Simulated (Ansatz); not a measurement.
# SnPt (model cell, started as zinc blende): phonons and vibrational spectra, part 2 of 2

How does SnPt (model cell, started as zinc blende) vibrate, and is this structure a minimum?

Ansatz 0.2.0; DFT LDA, scalar-relativistic, plane waves, PAW.

So far. Step 4 (Relaxing to small forces for the phonons): The forces vanish by symmetry and the pressure is -0.005 GPa, within the tolerances set. The cell now holds 25.76 Å³/atom. Step 5 (Zone-centre response): Before it was imposed, the acoustic sum rule was missed by 8.7e-5 eV/Å². Small misses are needed for a sound result but don't prove that mesh and cutoff are converged. The lowest optical mode is real, 191 cm⁻¹. The relaxed cell has a = 5.907 Å (conventional setting).

The structure was built from a prototype and need not be the compound's stable phase.

### Step 6. Phonons on a q mesh

Stability and thermal properties need the whole zone. Linear response on a 4×4×4 q mesh gives force constants as far as a supercell of that size would.

The input, input.yaml:

```yaml
crystal:
  lattice:
    - [0.0, 2.9533293504, 2.9533293504]
    - [2.9533293504, 0.0, 2.9533293504]
    - [2.9533293504, 2.9533293504, 0.0]
  atoms:
    - { symbol: Pt, position: [0.0, 0.0, 0.0] }
    - { symbol: Sn, position: [0.25, 0.25, 0.25] }
kpoints:
  mp_grid: { grid: [12, 12, 12] }
hamiltonian:
  xc: lda
scf:
  occupations: { method: methfessel_paxton, width: 0.15 }
output:
  eigenvalues: true
phonons:
  method: dfpt
  qmesh: [4, 4, 4]
  temperatures: { t_max: 1000, t_step: 50 }
  qpath:
    path:
      - [[0.0, 0.0, 0.0], [-0.5, -0.5, 0.0], [-0.375, -0.375, 0.25]]
      - [[-0.375, 0.0, 0.375], [0.0, 0.0, 0.0], [0.0, 0.0, 0.5], [-0.5, -0.25, 0.25], [-0.5, -0.5, 0.0]]
    npoints: 10
```

Command:

```
$ ansatz run input.yaml --threads 4 --pin off --max-ram 7168MiB --backend cpu --events-out ev --progress --plain --runs-dir out
```

Numbers of over 12 decimals in the logs are rounded to 6 here.

What it wrote:

```text
Warning: phonons: the dynamical matrix that this run interpolates holds no multipole term above the dipole-dipole one, and a site of this crystal is no centre of inversion, so its interpolated transverse optical and acoustic branches and sound speeds can stay off near Gamma, and the density of states and the thermodynamics with them. What a run solves at a wave vector of phonons.qpoints, Gamma apart, where the deck admits one, is free of this, and under fd what a larger phonons.supercell samples
[...]
Crystal: 2 atoms, lattice volume = 51.519 Å³
Basis set: ecut = 420 eV, 965 PW (Γ), exchange–correlation on 60×60×60 points (8 copies of the dense FFT grid, shifted against one another)
Bands: 20, of which v1, the nominal top of the filled ones, is band 16 counted from 1 (15 counted from 0)
Symmetry: 24 space group operations
k-points: 72 of 1728 (time reversal used)
[...]
SCF iter   1: F=—  HF=-18124.568576 eV  |F-HF|=—  |Δ(HF+E_count)|=         —  Δρ=5.76e-3  dr2=9.61e-3  ethr=1.77e-3  ⟨swp⟩=5.6  Hψ=6649  notcnv=0
[...]
SCF iter  10: F=-18124.564869 eV  HF=-18124.564869 eV  |F-HF|=0.00e0  |Δ(HF+E_count)|=  1.46e-11  S|Δr|=    0.00e0  Δρ=9.19e-8  dr2=6.72e-12  ethr=1.00e-12  ⟨swp⟩=6.8  Hψ=6327  notcnv=0
SCF 1 converged in 10 iterations: F = -18124.564869 eV  dr2 = 6.72e-12
[...]
SCF iter   4: F=-18124.564869 eV  HF=-18124.564869 eV  |F-HF|=7.28e-12  |Δ(HF+E_count)|=  1.46e-11  S|Δr|=    0.00e0  Δρ=1.35e-7  dr2=5.91e-12  ethr=1.00e-12  ⟨swp⟩=2.8  Hψ=4250  notcnv=0
SCF 2 converged in 4 iterations: F = -18124.564869 eV  dr2 = 5.91e-12
phonons: the bands overlap, so this run is a metal and interpolates without the dipole-dipole term. If the crystal is really an insulator or semiconductor, its LO-TO splitting is missing
NSCF: frozen V_eff on 72 k-points
[...]
DFPT response loops at q = (0, 0, 0) (fractional): preconditioner auto → Kerker (q_TF=auto, 2.520 Å⁻¹) (partly filled bands, converged f_vac=0.032); β = 1.00, the filter's whole step (`scf.mixing.beta` (0.50) is not read by the response loops under this deck's `scf.mixing.preconditioner`; to damp them name `kerker` or `kerker_dos`, under which they read `scf.mixing.beta`, and type it under 1.00, their step now; both keys bind the ground state too); Broyden in place of MSR1
[...]
SCF converged after 10 iterations
[...]
Free energy (F): -18124.564869 eV
[...]
Internal energy: -18124.565042 eV  (E = F + TS)
E sigma→0 (E₀):  -18124.564912 eV
Entropy (-TS):   0.000173 eV (0.086 meV/atom)
Fermi energy:    11.028806 eV
[...]
--- Band table (eV; the first three rows and the last of 72) ---
  k-point 0: bands = [... 12 lower, 7.0044, 8.3134, 8.3134, 16.2667, 16.9221, 16.9221, 16.9221, 18.0081]
  k-point 1: bands = [... 12 lower, 7.0299, 8.3034, 8.3034, 15.2945, 16.5359, 16.5359, 16.7379, 18.3825]
  k-point 2: bands = [... 12 lower, 7.0961, 8.2843, 8.2843, 13.5565, 15.8882, 15.8882, 16.6388, 18.9511]
  k-point 71: bands = [... 12 lower, 7.7869, 8.3237, 8.6314, 9.7830, 10.1387, 11.5359, 19.2947, 19.5984]
--- Phonons (Γ-DFPT): 2 representative perturbations + reference (Σ response iterations 6) ---
  ASR residual: 8.878e-5 → 0.000e0 eV/Å²; symmetrization residual: 4.557e-5 eV/Å²
  ASR residual per site (eV/Å²): 8.88e-5 2.09e-5
  Γ frequencies (cm⁻¹): 0.00 0.00 0.00 191.17 191.17 191.17
--- Phonons (arbitrary-q DFPT): 8 irreducible q on the 4×4×4 mesh ---
  q = [0.0000, 0.0000, 0.0000] (star 1, of the zone-centre solve; hermiticity 9.19e-6, symmetrization 3.48e-12): 0.00 0.00 0.00 191.17 191.17 191.17
  q = [0.0000, 0.0000, 0.2500] (star 8, 2 solved perturbations on 936 of 1728 k-point pairs; hermiticity 4.05e-6, symmetrization 3.14e-13): -10.22 -10.22 70.27 189.10 192.48 192.48
[...]
q = [0.0000, 0.2500, 0.2500] (star 6, 4 solved perturbations in 1608 linear systems a pass and spin channel, the states on 510 of 1728 k-point pairs; hermiticity 6.85e-6, symmetrization 2.45e-13): -15.40 -15.40 81.75 186.66 191.65 191.65
[...]
sum rule: each row above includes the acoustic sum rule's correction from the zone centre's row sums; it moved no ω² by more than (0.35 cm⁻¹)²
  mesh force constants: q→R imaginary residual 2.64e-18; ASR residual 8.878e-5 → 0.000e0 eV/Å²; symmetrization residual 5.329e-15 eV/Å²
  interpolated dispersion: 62 rows × 6 modes
  density of states and harmonic sums: on the 20×20×20 q-mesh, interpolated from the force constants of a 4×4×4 supercell (no non-analytic term)
  largest difference from the sums on the solved wave vectors: F 6.07e-2 eV, S 7.22e-5 and C_V 1.16e-5 eV/K
  zero-point energy: 0.041071 eV/cell   skipped modes (ω ≤ 0): 437, of them read as no rigid motion or as one in doubt: 434 (1.663e0 modes/cell left out, lowest -22.85 cm⁻¹)   left out of the sums: 2.77e-1 of the cell's modes: C_V's classical limit lies that fraction below 3 k_B per atom; for a crystal, a wire or a layer, F and S can be off by more, and a phonons.interpolated_qmesh denser along its periods is the remedy for the sampling
```

It took 6.4 min on 4 threads of Arm Neoverse V2, shared host; peak memory 3.9 GiB; 25 min of CPU time.

This step gave:

```yaml
sum_rule_residual_before_enforcement: 8.88e-5 eV/Å²
lowest_frequency_on_the_path: -22.85 cm⁻¹
highest_frequency_on_the_path_or_at_a_solved_wavevector: 192.6 cm⁻¹
lowest_mode_on_the_q_mesh_acoustic_modes_at_gamma_apart: -22.85 cm⁻¹
```

Frequencies (cm⁻¹) solved at each irreducible wavevector; negative means imaginary. Frequencies by wavevector, by row:

| q in reciprocal lattice units | star | mode 1 | mode 2 | mode 3 | mode 4 | mode 5 | mode 6 |
| --- | --- | --- | --- | --- | --- | --- | --- |
| 0 0 0 | 1 | 0 | 0 | 0 | 191.2 | 191.2 | 191.2 |
| 0 0 0.25 | 8 | -10.2 | -10.2 | 70.3 | 189.1 | 192.5 | 192.5 |
| 0 0 -0.5 | 4 | 6.8 | 6.8 | 103.3 | 177.2 | 191 | 191 |
| 0 0.25 0.25 | 6 | -15.4 | -15.4 | 81.8 | 186.7 | 191.7 | 191.7 |
| 0 0.25 -0.5 | 24 | -14.6 | -9 | 112.3 | 173.5 | 189.7 | 190.2 |
| 0 0.25 -0.25 | 12 | -13.5 | -11.2 | 101.2 | 178.4 | 191.1 | 191.2 |
| 0 -0.5 -0.5 | 3 | -21 | -21 | 123.3 | 165.7 | 188.3 | 188.3 |
| 0.25 -0.5 -0.25 | 6 | -22.9 | 14.3 | 125.4 | 166.4 | 189.1 | 190.2 |

Interpolated from a 4×4×4 q mesh. Phonon branches along the path, in cm⁻¹:

| point | branch 1 | branch 2 | branch 3 | branch 4 | branch 5 | branch 6 |
| --- | --- | --- | --- | --- | --- | --- |
| Γ | 0 | 0 | 0 | 191 | 191 | 191 |
| halfway | -15 | -15 | 82 | 187 | 192 | 192 |
| X | -21 | -21 | 123 | 166 | 188 | 188 |
| halfway | -19 | -18 | 124 | 166 | 188 | 189 |
| U | -15 | -13 | 123 | 167 | 189 | 190 |
| jump to K | -15 | -13 | 123 | 167 | 189 | 190 |
| halfway | -13 | -11 | 82 | 186 | 192 | 192 |
| Γ | 0 | 0 | 0 | 191 | 191 | 191 |
| halfway | -10 | -10 | 70 | 189 | 192 | 192 |
| L | 7 | 7 | 103 | 177 | 191 | 191 |
| halfway | -14 | 8 | 113 | 173 | 190 | 191 |
| W | -23 | 14 | 125 | 166 | 189 | 190 |
| halfway | -22 | -9 | 124 | 166 | 189 | 189 |
| X | -21 | -21 | 123 | 166 | 188 | 188 |

The phonon branches as a text plot (rows in cm⁻¹):

```
    188 |********************************************************
    179 |       **           ***               ******
    170 |         ***********                        ************
    161 |
    152 |
    143 |
    134 |
    125 |           *******                              ********
    116 |         **       **                         ***
    107 |        *           **                  *****
     98 |       *              *               **
     89 |                                     *
     80 |      *                *            *
     71 |    **                  *          *
     62 |                                  *
     53 |   *                     **
     44 |                                 *
     35 |  *                        *
     26 |                                *
     18 | *                          *  *                ***
      9 |                                       *********   *
      0 |**                          ****      *   *         *
     -9 |  ****           ***********    ******     **        *
    -18 |      ************                           ***********
         Γ           X  U|K            Γ         L        W     X
```

The phonon density of states has structure finer than the step of the table below, so its rows give means over 5 cm⁻¹, whole bins alone (the curve runs from -23 to 193 cm⁻¹). Peaks (cm⁻¹: height): -9.0: 0.126, 191.0: 0.603.

Tetrahedra on a 20×20×20 mesh, mean over bins of 2 cm-1. Interpolated from a 4×4×4 q mesh. Phonon density of states against wavenumber; means over each step:

| wavenumber (cm⁻¹) | phonon density of states (1/cm⁻¹/cell) |
| --- | --- |
| -20 | 0.0689 |
| -15 | 0.0947 |
| -10 | 0.105 |
| -5 | 0.0465 |
| 0 | 0.0240 |
| 5 | 0.0301 |
| 10 | 0.0214 |
| 15 | 0.00359 |
| 20 | 2.1e-4 |
| 25 | 3.3e-4 |
| 30 | 5.0e-4 |
| 35 | 7.1e-4 |
| 40 | 9.6e-4 |
| 45 | 0.00129 |
| 50 | 0.00166 |
| 55 | 0.00215 |
| 60 | 0.00270 |
| 65 | 0.00341 |
| 70 | 0.00424 |
| 75 | 0.00529 |
| 80 | 0.00656 |
| 85 | 0.00816 |
| 90 | 0.0103 |
| 95 | 0.0131 |
| 100 | 0.0182 |
| 105 | 0.0251 |
| 110 | 0.0255 |
| 115 | 0.0260 |
| 120 | 0.0293 |
| 125 | 0.0143 |
| 130 | 0 |
| 135 | 0 |
| 140 | 0 |
| 145 | 0 |
| 150 | 0 |
| 155 | 0 |
| 160 | 0 |
| 165 | 0.0153 |
| 170 | 0.0476 |
| 175 | 0.0501 |
| 180 | 0.0370 |
| 185 | 0.0414 |
| 190 | 0.346 |

The partial phonon density of states has structure finer than the step of the table below, so its rows give means over 10 cm⁻¹, whole bins alone (the curve runs from -32.6 to 208 cm⁻¹). Peaks (cm⁻¹: height): Pt -11.4: 0.0639, 121.9: 0.0270, 190.1: 0.150; Sn -11.4: 0.0438, 190.1: 0.215.

Phonopy on the run's constants, 17x17x17 mesh, Gaussian sigma 2.0 cm-1. Interpolated from a 4×4×4 q mesh. Partial phonon density of states against wavenumber; means over each step; values in 1/cm⁻¹/cell:

| wavenumber (cm⁻¹) | Pt | Sn |
| --- | --- | --- |
| -20 | 0.0348 | 0.0256 |
| -10 | 0.0539 | 0.0370 |
| 0 | 0.0147 | 0.0103 |
| 10 | 0.0129 | 0.00935 |
| 20 | 5.5e-4 | 3.8e-4 |
| 30 | 3.5e-4 | 2.0e-4 |
| 40 | 5.7e-4 | 3.2e-4 |
| 50 | 0.00109 | 6.0e-4 |
| 60 | 0.00186 | 9.7e-4 |
| 70 | 0.00292 | 0.00143 |
| 80 | 0.00455 | 0.00204 |
| 90 | 0.00738 | 0.00294 |
| 100 | 0.0139 | 0.00459 |
| 110 | 0.0206 | 0.00489 |
| 120 | 0.0238 | 0.00224 |
| 130 | 0.00251 | 6.2e-5 |
| 140 | 0 | 0 |
| 150 | 0 | 0 |
| 160 | 8.4e-5 | 0.00247 |
| 170 | 0.00507 | 0.0363 |
| 180 | 0.0101 | 0.0295 |
| 190 | 0.0857 | 0.125 |
| 200 | 0.00285 | 0.00426 |

Second derivatives of the energy by pair, one row for each kind of neighbour of each atom listed. Each entry sums the pair over the periodic images of the supercell that the q mesh stands for, and in a polar crystal it holds the long-range dipole part too. Force constants by pair, by row:

| atom | neighbour | distance (Å) | third of the trace (eV/Å²) | along the pair's line (eV/Å²) |
| --- | --- | --- | --- | --- |
| Pt1 | itself | 0 | 10.87 | – |
| Pt1 | Sn | 2.558 | -2.557 | -7.562 |
| Pt1 | Pt | 4.177 | -0.0625 | -0.1521 |
| Pt1 | Sn | 4.898 | -0.0065 | -0.0037 |
| Pt1 | Pt | 5.907 | -0.0133 | -0.0182 |
| Pt1 | Sn | 6.437 | 0.0166 | 0.0351 |
| Pt1 | Pt | 7.234 | 0.0021 | -0.008 |
| Sn2 | itself | 0 | 10.05 | – |
| Sn2 | Pt | 2.558 | -2.557 | -7.562 |
| Sn2 | Sn | 4.177 | 0.0285 | -0.2868 |
| Sn2 | Pt | 4.898 | -0.0065 | -0.0037 |
| Sn2 | Sn | 5.907 | -0.0217 | -0.0409 |
| Sn2 | Pt | 6.437 | 0.0166 | 0.0351 |
| Sn2 | Sn | 7.234 | -0.0058 | -0.0244 |

Symmetry leaves 8 wavevectors to solve. The lowest mode among them, the acoustic zeros apart, lies at q = (0.25, -0.5, -0.25) and is imaginary, 22.9i cm⁻¹, so the energy falls along it.

### Step 7. Another isotope

An isotope changes the mass and not the force constants, so no new electronic calculation is needed; the shifts show which modes move this element.

The same force constants with the mass of Sn changed from 118.710 to 123.905 u (phonopy, no LO-TO term). Both lists are sorted by frequency; levels can cross, so a row need not hold one and the same mode. Modes under 3 cm⁻¹ are left out. Isotope shifts, by row:

| q | rank | natural mass (cm⁻¹) | changed mass (cm⁻¹) |
| --- | --- | --- | --- |
| 0 0 0 | 4 | 191.2 | 188.7 |
| 0 0 0 | 5 | 191.2 | 188.7 |
| 0 0 0 | 6 | 191.2 | 188.7 |
| 0 0 0.25 | 1 | -10.22 | -10.14 |
| 0 0 0.25 | 2 | -10.22 | -10.14 |
| 0 0 0.25 | 3 | 70.27 | 69.76 |
| 0 0 0.25 | 4 | 189.1 | 186.4 |
| 0 0 0.25 | 5 | 192.5 | 190 |
| 0 0 0.25 | 6 | 192.5 | 190 |
| 0 0 -0.5 | 1 | 6.84 | 6.78 |
| 0 0 -0.5 | 2 | 6.84 | 6.78 |
| 0 0 -0.5 | 3 | 103.3 | 102.7 |
| 0 0 -0.5 | 4 | 177.2 | 174.4 |
| 0 0 -0.5 | 5 | 191 | 188.6 |
| 0 0 -0.5 | 6 | 191 | 188.6 |
| 0 0.25 0.25 | 1 | -15.4 | -15.26 |
| 0 0.25 0.25 | 2 | -15.4 | -15.26 |
| 0 0.25 0.25 | 3 | 81.75 | 81.2 |
| 0 0.25 0.25 | 4 | 186.7 | 183.9 |
| 0 0.25 0.25 | 5 | 191.7 | 189.2 |
| 0 0.25 0.25 | 6 | 191.7 | 189.2 |

A mode of this element alone would shift by -2.12 %. The highest zone-centre frequency without the field goes from 191.2 to 188.7 cm⁻¹ (-1.3 %). The product of the frequency ratios over all optical modes at Γ is 0.961; the product rule, (m/m′)^(3k/2) (M′/M)^(3/2) with k = 1 such atoms and M the mass of the cell, gives 0.961.

### Step 8. Summary of results

```yaml
space_group_after_relaxation_within_0p01_a: F-43m
volume_per_atom: 25.8 Å³
electronic_character: no gap on this mesh
highest_optical_mode_at_the_zone_centre_no_lo_to_term: 191 cm⁻¹
lowest_optical_zone_centre_mode: 191 cm⁻¹
lowest_mode_on_the_q_mesh_acoustic_modes_at_gamma_apart: -22.9 cm⁻¹
highest_frequency_on_the_path_or_at_a_solved_wavevector: 193 cm⁻¹
imaginary_modes_on_the_4x4x4_q_mesh: yes
```

**Reading.** Modes are clearly imaginary (beyond 10i cm⁻¹) at 6 of the 8 irreducible wavevectors, most at q = (0.25, -0.5, -0.25) (22.9i cm⁻¹), so this structure is not a minimum of the energy. The optical modes at Γ form one degenerate level at 191 cm⁻¹. With no gap, or one that is small against the smearing, the frequencies hang on the k mesh and the smearing, most of all near Kohn anomalies. Spin-orbit coupling is left out, which can matter for the heavy elements here. The starting cell was built on a prototype and not taken from a measurement, so the phase need not exist. These are harmonic frequencies at zero temperature: anharmonic shifts, linewidths and thermal expansion are left out.

[Logs are printed without paths, hosts, clocks, repeated set-up lines and the standing remarks that a program may print on its own settings, such as how far it seeks lower states.]

[Hosts, paths, dates, database ids (printed as entryN), source tags and the programs' standing remarks are cut or masked in the printed files.]
